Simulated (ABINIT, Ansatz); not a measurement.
Planning a run of ABINIT 10.8.3 on WS2 (Tungstenite). The input:

```
acell 3*1.0 Angstrom
rprim 
  3.179999999980 0.000000000005 0.000000000000
  -1.589999999994 2.753960784015 0.000000000000
  0.000000000000 0.000000000000 12.500000000000
ntypat 2
znucl 74 16
natom 6
typat 1 1 2 2 2 2
xred 
  0.333333333333 0.666666666667 0.250000000000
  0.666666666667 0.333333333333 0.750000000000
  0.333333333333 0.666666666667 0.625000000000
  0.666666666667 0.333333333333 0.125000000000
  0.333333333333 0.666666666667 0.875000000000
  0.666666666667 0.333333333333 0.375000000000
pp_dirpath "pseudos"
pseudos "W.upf, S.upf"
ecut 31
ngkpt 6 6 2
nshiftk 1
shiftk 0.11 0.21 0.31
kptopt 3
chksymbreak 0
iscf -2
irdden 1
istwfk *1
nband 44
nbdbuf 4
tolwfr 1e-09
nstep 60
prtvol 0
indata_prefix "in"
outdata_prefix "out"
tmpdata_prefix "tmp"
```

The database entry behind the starting cell differs from later determinations by our own check (an axis about 1.4 % long against later determinations), so it need not match the best structure at ambient conditions.

```sh
OMP_NUM_THREADS=1 mpirun -n 4 abinit run.abi > log
```

Q: Estimate wall time and host memory on 4 MPI ranks of Intel Xeon Platinum 8488C (Sapphire Rapids), shared host.

It took 1.9 min; on shared hardware allow 58 s to 3.9 min. Peak host memory was 0.61 GiB.

[Paths, hosts, dates, memory and timing lines, banners, echoed tables and standing remarks are left out of the program output.]

[Logs are printed without paths, hosts, clocks, repeated set-up lines and the standing remarks that a program may print on its own settings, such as how far it seeks lower states.]

[Runs of the session that timed out or met a known fault of the program may be left out.]

[Hosts, paths, dates, database ids (printed as entryN), source tags and the programs' standing remarks are cut or masked in the printed files.]

[G0W0 gaps are taken among the corrected bands and points alone; a level outside them can change the order at an edge.]

[Where Ansatz stands beside ABINIT at settings called matched, ABINIT's density can come from a denser mesh and the files from another edition; pairs whose starting gaps differed by over 0.03 eV were left out, so agreement reads better than it is.]
